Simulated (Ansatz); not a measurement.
## Decaying states in the gap of TlBiI2F2

Aim: relax a made-up compound, TlBiI2F2, and see how good a tunnel barrier it would be. It is built by putting I for part of the F in the TlBiF4 structure of space group P4/mmm, with the volume rescaled by atomic radii. The parent structure comes from the Materials Project.

Main program and level: Ansatz 0.2.0; PBEsol DFT, plane waves, PAW files, in the first sound run; inputs show where later runs differ.

The structure was built from a prototype and need not be the compound's stable phase.

## Step 1: The starting structure

The structure is tetragonal, space group P-4m2 (No. 115). Conventional cell: a = 4.625 Å, b = 4.625 Å, c = 7.693 Å, α = 90.00°, β = 90.00°, γ = 90.00°. Tl has 4 F at 3.28 Å and 4 I at 3.28 Å nearest. Nearest to Bi lie 4 I at 2.77 Å and 4 F at 2.77 Å. I has 2 Bi at 2.77 Å and 2 Tl at 3.28 Å nearest. F has 2 Bi at 2.77 Å nearest. It derives from TlBiF4. I for part of the F in the TlBiF4 structure of space group P4/mmm. Farther neighbours and most contacts between anions are not listed.

## Step 2: Relaxing the new crystal

The substituted atoms don't fit the parent's cell, so cell and atoms relax together. A small smearing keeps the run stable in case the gap closes on the way.

File input.yaml:

```yaml
crystal:
  lattice:
    - [4.624958567, 0.0, 0.0]
    - [0.0, 4.624958567, 0.0]
    - [0.0, 0.0, 7.6928566358]
  atoms:
    - { symbol: Tl, position: [0.0, 0.0, 0.0] }
    - { symbol: Bi, position: [0.5, 0.5, 0.5] }
    - { symbol: I, position: [0.5, 0.0, 0.69755014] }
    - { symbol: I, position: [0.0, 0.5, 0.30244986] }
    - { symbol: F, position: [0.5, 0.0, 0.30244986] }
    - { symbol: F, position: [0.0, 0.5, 0.69755014] }
kpoints:
  mp_grid: { grid: [6, 6, 4] }
scf:
  occupations: { method: gaussian, width: 0.03 }
hamiltonian:
  xc: pbesol
output:
  forces: true
  stress: true
relax:
  f_tol: 0.02
  max_steps: 60
  cell: {}
```

On the command line:

```console
$ ansatz run input.yaml --threads 2 --pin off --max-ram 4096MiB --backend cpu --events-out ev --progress --plain --runs-dir out
```

Numbers of over 12 decimals in the logs are rounded to 6 here.

Log:

```text
Engine: ansatz 0.2.0, aarch64-unknown-linux-gnu
Pseudopotentials: kind: paw
Pseudopotential: Tl, paw, valence charge 13, recommended cutoff 420 eV (normal), Tl.paw.azcp
Pseudopotential: Bi, paw, valence charge 15, recommended cutoff 420 eV (normal), Bi.paw.azcp
Pseudopotential: I, paw, valence charge 17, recommended cutoff 420 eV (normal), I.paw.azcp
Pseudopotential: F, paw, valence charge 7, recommended cutoff 420 eV (normal), F.paw.azcp
Functional definition: PBEsol
  exchange = pbesol_x
  correlation = pbesol_c
Crystal: 6 atoms, lattice volume = 164.552 Å³
Basis set: ecut = 420 eV, 3209 PW (Γ), exchange–correlation on 64×64×108 points (8 copies of the dense FFT grid, shifted against one another)
Bands: 46, of which v1, the nominal top of the filled ones, is band 38 counted from 1 (37 counted from 0)
Symmetry: 8 space group operations
Space group: P-4m2 (ITA 115), of the structure as read, at distance tolerance 5.5e-5 Å
k-points: 30 of 144 (time reversal used)
Non-local potential: Tl, projectors of the file, l = 0: 2, l = 1: 2, l = 2: 2, l = 3: 1
Non-local potential: Bi, projectors of the file, l = 0: 2, l = 1: 2, l = 2: 2, l = 3: 2
Non-local potential: I, projectors of the file, l = 0: 2, l = 1: 2, l = 2: 2, l = 3: 2
Non-local potential: F, projectors of the file, l = 0: 2, l = 1: 2, l = 2: 1
PAW form: soft (Blöchl's): semilocal exchange-correlation on the pseudo side does not see the compensation charge
PAW frozen core: Tl, regenerated for the run's functional, and the local potential with it (the file was generated under x = pbe(κ = 0.804, μ = 0.219515), c = pbe(β = 0.066725))
PAW frozen core: Bi, regenerated for the run's functional, and the local potential with it (the file was generated under x = pbe(κ = 0.804, μ = 0.219515), c = pbe(β = 0.066725))
PAW frozen core: I, regenerated for the run's functional, and the local potential with it (the file was generated under x = pbe(κ = 0.804, μ = 0.219515), c = pbe(β = 0.066725))
PAW frozen core: F, regenerated for the run's functional, and the local potential with it (the file was generated under x = pbe(κ = 0.804, μ = 0.219515), c = pbe(β = 0.066725))
PAW one-centre angular grid: Tl, 590 points (default); XC on 64 Gauss nodes
PAW one-centre angular grid: Bi, 590 points (default); XC on 64 Gauss nodes
PAW one-centre angular grid: I, 590 points (default); XC on 64 Gauss nodes
PAW one-centre angular grid: F, 110 points (default); XC on 64 Gauss nodes
Initial density: superposition of atomic densities (neutral atoms: chi_scale 0, normalization atom), corrected by the library's trained network
Initial wavefunctions: pseudopotential atomic-orbital guess
Functional: x = pbesol(κ = 0.804, μ = 0.123457), c = pbesol(β = 0.046)
SCF iter   1: F=—  HF=-40002.546324 eV  |F-HF|=—  |Δ(HF+E_count)|=         —  Δρ=7.72e-3  dr2=9.59e-2  ethr=1.77e-3  ⟨swp⟩=9.2  Hψ=6689  notcnv=0  defer=13
preconditioner: auto → Resta (q_TF=auto, 2.399 Å⁻¹)  ε∞=3.2  [insulator: Δε(μ)=1.046 eV  Ē_g=14.505 eV  σ=0.030 eV  W_gap=1.00  n_scr=36 (ndim 8)  ℏωp=21.7 eV  f_vac=0.138  D(μ)=0.00/eV (n_scr^D=0)  ε∞_Penn≈3.2]
SCF iter   2: F=—  HF=-40002.525733 eV  |F-HF|=—  |Δ(HF+E_count)|=   2.06e-2  Δρ=3.09e-3  dr2=1.73e-2  ethr=1.26e-4  ⟨swp⟩=3.0  Hψ=2582  notcnv=0  defer=61
SCF iter   3: F=—  HF=-40002.523227 eV  |F-HF|=—  |Δ(HF+E_count)|=   2.51e-3  Δρ=1.22e-3  dr2=3.31e-3  ethr=2.27e-5  ⟨swp⟩=2.0  Hψ=2188  notcnv=0  defer=61
SCF iter   4: F=—  HF=-40002.523606 eV  |F-HF|=—  |Δ(HF+E_count)|=   3.79e-4  Δρ=5.12e-4  dr2=8.93e-4  ethr=4.35e-6  ⟨swp⟩=2.3  Hψ=1869  notcnv=0  defer=61
SCF iter   5: F=—  HF=-40002.524047 eV  |F-HF|=—  |Δ(HF+E_count)|=   4.40e-4  Δρ=1.54e-4  dr2=7.77e-5  ethr=1.18e-6  ⟨swp⟩=2.0  Hψ=1746  notcnv=0  defer=61
SCF iter   6: F=—  HF=-40002.524117 eV  |F-HF|=—  |Δ(HF+E_count)|=   7.04e-5  Δρ=3.12e-5  dr2=4.91e-6  ethr=1.02e-7  ⟨swp⟩=2.0  Hψ=1983  notcnv=0  defer=61
SCF iter   7: F=—  HF=-40002.524132 eV  |F-HF|=—  |Δ(HF+E_count)|=   1.47e-5  Δρ=1.18e-5  dr2=3.59e-7  ethr=6.47e-9  ⟨swp⟩=2.1  Hψ=2082  notcnv=0  defer=61
SCF iter   8: F=-40002.524133 eV  HF=-40002.524133 eV  |F-HF|=9.76e-8  |Δ(HF+E_count)|=   1.33e-6  Δρ=3.05e-6  dr2=2.72e-8  ethr=1.32e-10  ⟨swp⟩=5.3  Hψ=5549  notcnv=0
SCF 1 converged in 8 iterations: F = -40002.524133 eV  dr2 = 2.72e-8
  greatest PAW one-centre occupation: 0.999 electrons in one spin orbital (limit 2), on the I atom at site 2 (counted from 0), in its partial waves of l = 2
relax step   1: F+E_penalty+E_count = -40002.52413308 eV  Δ(F+E_penalty+E_count) = +0.000e0 eV  max|allowed force component| = 2.279e0 eV/Å  Δτ_max = 0.0000 Å  P = +6.644 GPa  Ω = 164.552 Å³  (8 SCF iters, dr2 threshold 1.00e-7 eV, accepted)
Crystal: 6 atoms, lattice volume = 174.314 Å³
Basis set: ecut = 420 eV, 3387 PW (Γ), exchange–correlation on 64×64×108 points (8 copies of the dense FFT grid, shifted against one another)
Initial density: handed on by an earlier stage of this run
Initial wavefunctions: those handed on with the density
iter 1 solved again at ethr=1.77e-4 eV; its pass at ethr=3.10e-3 eV (dr2=1.35e-1 eV) is discarded
SCF iter   1: F=—  HF=-40003.310025 eV  |F-HF|=—  |Δ(HF+E_count)|=         —  Δρ=7.93e-3  dr2=1.31e-1  ethr=1.77e-4  ⟨swp⟩=2.5  Hψ=7583  notcnv=0
preconditioner: auto → Resta (q_TF=auto, 2.376 Å⁻¹)  ε∞=3.2  [insulator: Δε(μ)=1.216 eV  Ē_g=14.260 eV  σ=0.030 eV  W_gap=1.00  n_scr=36 (ndim 8)  ℏωp=21.0 eV  f_vac=0.147  D(μ)=0.00/eV (n_scr^D=0)  ε∞_Penn≈3.2]
SCF iter   2: F=—  HF=-40003.277805 eV  |F-HF|=—  |Δ(HF+E_count)|=   3.22e-2  Δρ=4.60e-3  dr2=2.16e-2  ethr=1.72e-4  ⟨swp⟩=3.0  Hψ=2079  notcnv=0
SCF iter   3: F=—  HF=-40003.274008 eV  |F-HF|=—  |Δ(HF+E_count)|=   3.80e-3  Δρ=1.88e-3  dr2=6.74e-3  ethr=2.85e-5  ⟨swp⟩=2.0  Hψ=2326  notcnv=0  defer=2
SCF iter   4: F=—  HF=-40003.272933 eV  |F-HF|=—  |Δ(HF+E_count)|=   1.08e-3  Δρ=6.22e-4  dr2=6.03e-4  ethr=8.87e-6  ⟨swp⟩=2.2  Hψ=2118  notcnv=0  defer=4
SCF iter   5: F=—  HF=-40003.272974 eV  |F-HF|=—  |Δ(HF+E_count)|=   4.18e-5  Δρ=9.46e-5  dr2=2.34e-5  ethr=7.93e-7  ⟨swp⟩=2.0  Hψ=2308  notcnv=0  defer=4
SCF iter   6: F=—  HF=-40003.273034 eV  |F-HF|=—  |Δ(HF+E_count)|=   6.00e-5  Δρ=2.90e-5  dr2=2.05e-6  ethr=3.08e-8  ⟨swp⟩=2.0  Hψ=1986  notcnv=0  defer=4
SCF iter   7: F=-40003.273038 eV  HF=-40003.273038 eV  |F-HF|=3.38e-7  |Δ(HF+E_count)|=   3.58e-6  Δρ=1.33e-5  dr2=3.59e-7  ethr=7.89e-10  ⟨swp⟩=5.0  Hψ=5523  notcnv=0
SCF 2 converged in 7 iterations: F = -40003.273038 eV  dr2 = 3.59e-7
[...]
relax step   9: F+E_penalty+E_count = -40004.58483691 eV  Δ(F+E_penalty+E_count) = -1.398e-2 eV  max|allowed force component| = 4.794e-2 eV/Å  Δτ_max = 0.0538 Å  P = +0.113 GPa  Ω = 178.785 Å³  energy of the carried Pulay correction = -1.630e-2 eV  (7 SCF iters, dr2 threshold 6.00e-7 eV, accepted)
relax step  10: F+E_penalty+E_count = -40004.58390673 eV  Δ(F+E_penalty+E_count) = +9.302e-4 eV  max|allowed force component| = 6.788e-2 eV/Å  Δτ_max = 0.0140 Å  P = -0.157 GPa  Ω = 179.281 Å³  energy of the carried Pulay correction = -1.685e-2 eV  (6 SCF iters, dr2 threshold 1.44e-7 eV, rejected (line search))
relax step  11: F+E_penalty+E_count = -40004.58525728 eV  Δ(F+E_penalty+E_count) = -4.204e-4 eV  max|allowed force component| = 9.799e-4 eV/Å  Δτ_max = 0.0051 Å  P = +0.002 GPa  Ω = 178.883 Å³  energy of the carried Pulay correction = -1.641e-2 eV  (9 SCF iters, accepted)
relax step  12: F+E_penalty+E_count = -40004.79590313 eV  Δ(F+E_penalty+E_count) = -2.106e-1 eV  max|allowed force component| = 5.268e-3 eV/Å  Δτ_max = 0.0000 Å  P = +1.411 GPa  Ω = 178.883 Å³  stress off target by 3.61e0 GPa  SCF on the basis re-selected at this cell (its energy is not comparable with the rows above)  (9 SCF iters)
relax step  13: F+E_penalty+E_count = -40004.86110544 eV  Δ(F+E_penalty+E_count) = -6.520e-2 eV  max|allowed force component| = 3.071e-2 eV/Å  Δτ_max = 0.0216 Å  P = +0.779 GPa  Ω = 181.868 Å³  energy of the carried Pulay correction = -3.586e-3 eV  (6 SCF iters, dr2 threshold 6.00e-7 eV, accepted)
relax step  14: F+E_penalty+E_count = -40004.91959427 eV  Δ(F+E_penalty+E_count) = -5.849e-2 eV  max|allowed force component| = 3.945e-2 eV/Å  Δτ_max = 0.0256 Å  P = +0.404 GPa  Ω = 183.922 Å³  energy of the carried Pulay correction = -6.581e-3 eV  (7 SCF iters, dr2 threshold 6.00e-7 eV, accepted)
relax step  15: F+E_penalty+E_count = -40004.92913513 eV  Δ(F+E_penalty+E_count) = -9.541e-3 eV  max|allowed force component| = 2.464e-2 eV/Å  Δτ_max = 0.0387 Å  P = +0.151 GPa  Ω = 186.278 Å³  energy of the carried Pulay correction = -1.011e-2 eV  (7 SCF iters, dr2 threshold 6.00e-7 eV, accepted)
relax step  16: F+E_penalty+E_count = -40004.92886684 eV  Δ(F+E_penalty+E_count) = +2.683e-4 eV  max|allowed force component| = 6.758e-3 eV/Å  Δτ_max = 0.0055 Å  P = -0.004 GPa  Ω = 186.783 Å³  energy of the carried Pulay correction = -1.083e-2 eV  (6 SCF iters, dr2 threshold 8.44e-8 eV, accepted)
relax step  17: F+E_penalty+E_count = -40004.95112793 eV  Δ(F+E_penalty+E_count) = -2.226e-2 eV  max|allowed force component| = 8.001e-3 eV/Å  Δτ_max = 0.0000 Å  P = +0.096 GPa  Ω = 186.783 Å³  stress off target by 3.20e-1 GPa  SCF on the basis re-selected at this cell (its energy is not comparable with the rows above)  (9 SCF iters)
relax step  18: F+E_penalty+E_count = -40004.95172580 eV  Δ(F+E_penalty+E_count) = -5.979e-4 eV  max|allowed force component| = 1.707e-3 eV/Å  Δτ_max = 0.0085 Å  P = +0.018 GPa  Ω = 187.517 Å³  energy of the carried Pulay correction = -8.271e-4 eV  (6 SCF iters, dr2 threshold 2.55e-7 eV, accepted)
relax step  19: F+E_penalty+E_count = -40004.95163459 eV  Δ(F+E_penalty+E_count) = +9.120e-5 eV  max|allowed force component| = 7.228e-5 eV/Å  Δτ_max = 0.0004 Å  P = -0.000 GPa  Ω = 187.621 Å³  energy of the carried Pulay correction = -9.473e-4 eV  (6 SCF iters, dr2 threshold 6.78e-9 eV, accepted)
iter 1 solved again at ethr=1.62e-7 eV; its pass at ethr=3.10e-3 eV (dr2=1.23e-4 eV) is discarded
SCF iter   1: F=—  HF=-40004.950397 eV  |F-HF|=—  |Δ(HF+E_count)|=         —  Δρ=1.91e-4  dr2=2.61e-6  ethr=1.62e-7  ⟨swp⟩=3.9  Hψ=10464  notcnv=0
preconditioner: auto → Resta (q_TF=auto, 2.347 Å⁻¹)  ε∞=3.8  [insulator: Δε(μ)=1.499 eV  Ē_g=10.505 eV  σ=0.030 eV  W_gap=1.00  n_scr=38 (ndim 8)  ℏωp=17.6 eV  f_vac=0.168  D(μ)=0.00/eV (n_scr^D=0)  ε∞_Penn≈3.8]
SCF iter   2: F=—  HF=-40004.952100 eV  |F-HF|=—  |Δ(HF+E_count)|=   1.70e-3  Δρ=9.62e-5  dr2=6.22e-7  ethr=3.43e-9  ⟨swp⟩=2.9  Hψ=2485  notcnv=0
SCF iter   3: F=—  HF=-40004.952597 eV  |F-HF|=—  |Δ(HF+E_count)|=   4.97e-4  Δρ=3.87e-5  dr2=1.24e-7  ethr=8.18e-10  ⟨swp⟩=2.4  Hψ=2011  notcnv=0
SCF iter   4: F=—  HF=-40004.952686 eV  |F-HF|=—  |Δ(HF+E_count)|=   8.87e-5  Δρ=6.52e-6  dr2=2.67e-8  ethr=1.63e-10  ⟨swp⟩=2.0  Hψ=2109  notcnv=0
SCF iter   5: F=—  HF=-40004.952688 eV  |F-HF|=—  |Δ(HF+E_count)|=   1.62e-6  Δρ=1.02e-6  dr2=3.16e-9  ethr=3.52e-11  ⟨swp⟩=2.0  Hψ=2053  notcnv=0
SCF iter   6: F=—  HF=-40004.952688 eV  |F-HF|=—  |Δ(HF+E_count)|=   2.62e-8  Δρ=3.86e-7  dr2=7.46e-10  ethr=4.15e-12  ⟨swp⟩=2.0  Hψ=1858  notcnv=0
SCF iter   7: F=—  HF=-40004.952688 eV  |F-HF|=—  |Δ(HF+E_count)|=   1.58e-9  Δρ=1.25e-7  dr2=1.10e-10  ethr=1.00e-12  ⟨swp⟩=2.0  Hψ=2060  notcnv=0
SCF iter   8: F=-40004.952688 eV  HF=-40004.952688 eV  |F-HF|=7.28e-12  |Δ(HF+E_count)|=  1.24e-10  Δρ=3.51e-8  dr2=6.80e-12  ethr=1.00e-12  ⟨swp⟩=5.0  Hψ=4848  notcnv=0
SCF 20 converged in 8 iterations: F = -40004.952688 eV  dr2 = 6.80e-12
relax step  20: F+E_penalty+E_count = -40004.95268777 eV  Δ(F+E_penalty+E_count) = -1.053e-3 eV  max|allowed force component| = 1.972e-5 eV/Å  Δτ_max = 0.0000 Å  P = +0.002 GPa  Ω = 187.621 Å³  stress off target by 1.78e-2 GPa  SCF on the basis re-selected at this cell (its energy is not comparable with the rows above)  (8 SCF iters)
basis re-selected at this cell: Δ(F+E_penalty+E_count) = -1.053e-3 eV, ΔP = +0.003 GPa vs the last step (what re-selecting the basis moved, of the pressure what is left beyond the Pulay correction that the steps carried, after the strain that the cell walked since its last selection, with what the two solves' SCF thresholds leave and, on support functions, any second-order correction that the steps lacked; it is no m [...]
SCF converged after 8 iterations
Free energy (F): -40004.952688 eV
Harris-Foulkes:  -40004.952688 eV  (|F-HF|=7.28e-12)
Internal energy: -40004.952688 eV  (E = F + TS)
E sigma→0 (E₀):  -40004.952688 eV
Fermi energy:    5.665562 eV
--- Per-component energies (eV) ---
  E_band       = -1066.073668
  E_kinetic    = 1420.989004
  E_local      = -9080.702539  (includes V_loc(G=0)·N_el)
  E_nonlocal   = 856.065193
  E_hartree    = 4002.710626
  E_xc         = -790.644297
  E_vxc        = -745.250232  (∫ρ·V_xc dr)
  E_paw        = -30384.349323  (= ΣΔE_a)
  E_vpaw       = -1522.600405  (= ΣTr[D̂ρ^β])
  E_aug_tail   = 0.003849  (compensation charges beyond the density's cutoff)
  E_ewald      = -6030.062387
  E_core_change = 1.037187  (= ΣΔE_core)
  E_smearing   = -0.000000  (= −TS)
  E_closure    = 0.000000  (closes the sum)
  Σ components = -40004.952688   (vs F -40004.952688, Δ=0.00e0)
--- Forces (eV/Å), atoms counted from 1 ---
  atom   1  Tl     0.00000000     0.00000000    -0.00000000
  atom   2  Bi     0.00000000     0.00000000     0.00000000
  atom   3  I      0.00000000     0.00000000    -0.00001211
  atom   4  I      0.00000000     0.00000000     0.00001211
  atom   5  F     -0.00000000     0.00000000    -0.00001972
  atom   6  F     -0.00000000     0.00000000     0.00001972
  max |Σ_I F_I| component: 2.67e-16 eV/Å
--- Stress (GPa, compression-positive) ---
       -0.005434       0.000000       0.000000
        0.000000      -0.005434       0.000000
        0.000000       0.000000       0.017813
  P = ⅓ Tr σ = 0.0023 GPa (0.023 kbar)
--- Relaxed structure (17 steps of the walk, 16 accepted, 3 SCFs on fresh bases) ---
  F+E_penalty+E_count = -40004.95268777 eV   max|allowed force component| = 1.972e-5 eV/Å   (the final SCF, on the basis selected at the relaxed cell)
  cell:  # Å, volume = 187.6212 Å³
    - [4.346122, 0.0, 0]
    - [0.0, 4.346122, 0.0]
    - [0, 0.0, 9.932944]
  atoms:
    - { symbol: Tl, position: [0, 0.0, 1.3529877584646359e-18] }
    - { symbol: Bi, position: [0.5, 0.5, 0.500000] }
    - { symbol: I, position: [0.5, 0.0, 0.750515] }
    - { symbol: I, position: [0, 0.5, 0.249485] }
    - { symbol: F, position: [0.5, 0.0, 0.426208] }
    - { symbol: F, position: [0, 0.5, 0.573792] }
```

Run time: 3.5 min. Hardware: 2 threads of Arm Neoverse V1, shared host; peak memory 0.54 GiB; 6.9 min of CPU time.

The steps of the relaxation:

| step | energy less that of the first step (eV) | largest force component (eV/Å) | pressure (GPa) | volume (Å³) |
| --- | --- | --- | --- | --- |
| 1 | 0.0000 | 2.2788 | 6.64 | 164.55 |
| 2 | -0.7489 | 0.5591 | 0.99 | 174.31 |
| 3 | -1.0528 | 0.5978 | 0.00 | 177.91 |
| 4 | -1.3468 | 0.4949 | -0.01 | 178.89 |
| 5 | -1.6432 | 0.2881 | 0.25 | 179.34 |
| 6 | -1.9233 | 0.0299 | 0.46 | 179.93 |
| 7 | -2.0331 | 0.0848 | -0.76 | 182.77 |
| 8 | -2.0467 | 0.2010 | 0.33 | 179.00 |
| 9 | -2.0607 | 0.0479 | 0.11 | 178.79 |
| 10 | -2.0598 | 0.0679 | -0.16 | 179.28 |
| 11 | -2.0611 | 0.0010 | 0.00 | 178.88 |
| 12* | -2.2718 | 0.0053 | 1.41 | 178.88 |
| 13 | -2.3370 | 0.0307 | 0.78 | 181.87 |
| 14 | -2.3955 | 0.0394 | 0.40 | 183.92 |
| 15 | -2.4050 | 0.0246 | 0.15 | 186.28 |
| 16 | -2.4047 | 0.0068 | 0.00 | 186.78 |
| 17* | -2.4270 | 0.0080 | 0.10 | 186.78 |
| 18 | -2.4276 | 0.0017 | 0.02 | 187.52 |
| 19 | -2.4275 | 0.0001 | 0.00 | 187.62 |
| 20* | -2.4286 | 0.0000 | 0.00 | 187.62 |

Relaxation steps marked * repeat the geometry before them on a plane-wave basis chosen anew for their cell, so energy and pressure can jump there. Relaxation step 10 was tried and not accepted.

The run keeps the 8 symmetry operations that it works with, so distortions that break them were not tested.

| cell as run | before | after | change |
| --- | --- | --- | --- |
| a (Å) | 4.625 | 4.346 | -6.0 % |
| b (Å) | 4.625 | 4.346 | -6.0 % |
| c (Å) | 7.693 | 9.933 | +29.1 % |
| volume (Å³/atom) | 27.43 | 31.27 | +14.0 % |

The atoms that moved most (Å, as changes of fractional coordinates times the final cell):

| atom | dx | dy | dz | length |
| --- | --- | --- | --- | --- |
| F6 | 0.000 | 0.000 | -1.229 | 1.229 |
| F5 | 0.000 | 0.000 | 1.229 | 1.229 |
| I3 | 0.000 | 0.000 | 0.526 | 0.526 |
| I4 | 0.000 | 0.000 | -0.526 | 0.526 |

Final coordinates:

```xyz
6
Lattice="4.3461 0.0000 0.0000 0.0000 4.3461 0.0000 0.0000 0.0000 9.9329" Properties=species:S:1:pos:R:3 pbc="T T T"
Tl    0.0000    0.0000    0.0000
Bi    2.1731    2.1731    4.9665
I     2.1731    0.0000    7.4548
I     0.0000    2.1731    2.4781
F     2.1731    0.0000    4.2335
F     0.0000    2.1731    5.6994
```

Numbers from this step:

```
free energy  : -40004.9527 eV
Fermi energy : 5.666 eV
pressure     : 0.002315 GPa
```

The largest force component on a free atom ends at 2.0e-5 eV/Å.

[end of part 1 of 3]

[Logs are printed without paths, hosts, clocks, repeated set-up lines and the standing remarks that a program may print on its own settings, such as how far it seeks lower states.]

[Hosts, paths, dates, database ids (printed as entryN), source tags and the programs' standing remarks are cut or masked in the printed files.]
